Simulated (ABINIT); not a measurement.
# Calculated records

GaAs (F-43m): one start, several treatments of the self-energy. Symmetry: F-43m, No. 216, cubic system. Conventional cell: a = 5.654 Å, b = 5.654 Å, c = 5.654 Å, α = 90.00°, β = 90.00°, γ = 90.00°. Ga has 4 As at 2.45 Å nearest. Nearest to As lie 4 Ga at 2.45 Å. Farther neighbours, and contacts between anions beyond the nearest, are not listed. The calculation used RPA screening on PBE, plane waves, norm-conserving pseudopotentials (and 3 further levels or steps) in ABINIT 10.8.3, with cutoff 38 Ha, PseudoDojo scalar-relativistic 0.4.1 standard, norm-conserving, potential set dojo-sr-pbe-0.4.1-standard, ngkpt (4, 4, 4), nband 148, ecuteps 7 Ha, inclvkb 2, shiftk (0, 0, 0), symchi 1, awtr 1, frequency ppm, 4×4×4 k-mesh. The G0W0, Godby-Needs plasmon pole is 1.096 eV, the G0W0, Hybertsen-Louie plasmon pole is 0.959 eV and the G0W0, von der Linden-Horsch plasmon pole is 1.045 eV. The G0W0, Engel-Farid plasmon pole is 0.883 eV and the one-shot Hartree-Fock is 6.526 eV. The known limits are short of the basis limit; exchange with frozen shells missing; screening runs away on this mesh; no spin-orbit coupling; coarse k mesh. It took 7 runs, 2.2 min in all on 4 MPI ranks of Intel Xeon Platinum 8559C (Emerald Rapids), shared host. G0W0, Hybertsen-Louie plasmon pole: −0.137 eV against G0W0, Godby-Needs plasmon pole. G0W0, von der Linden-Horsch plasmon pole: −0.051 eV against G0W0, Godby-Needs plasmon pole. The cell and positions come from the Crystallography Open Database and are kept as given unless a step says otherwise. Limits: screening runs away on this mesh; no spin-orbit coupling. The 4×4×4 mesh is coarse for this cell, which bears on the long-range parts of exchange and screening. The norm-conserving file of at least one element keeps a d shell over frozen s and p shells of the same row. Exchange with those shells is missing from the self-energy, an error of 0.3 to 0.9 eV in cases checked, whose sign depends on which edge lies on those atoms. For the PBE start: On this mesh the RPA ε∞ passes 90, more than nearly any semiconductor shows; a coarse mesh does this where one point with a narrow direct gap carries much weight. The screening is then too strong, and the G0W0 gap should not be taken as the material's.

[Paths, hosts, dates, memory and timing lines, banners, echoed tables and standing remarks are left out of the program output; an Ansatz launch command may be rebuilt from the run's recorded settings. Measured values are a selection of at most five: reports struck by readers or far from the other reports are left out. None is set beside runs whose start may be inverted or whose files or cutoffs have a known fault.]

[Runs of the session that timed out or met a known fault of the program may be left out.]

[Hosts, paths, dates, database ids (printed as entryN), source tags and the programs' standing remarks are cut or masked in the printed files.]

[G0W0 gaps are taken among the corrected bands and points alone; a level outside them can change the order at an edge.]

[Where Ansatz stands beside ABINIT at settings called matched, ABINIT's density can come from a denser mesh and the files from another edition; pairs whose starting gaps differed by over 0.03 eV were left out, so agreement reads better than it is.]
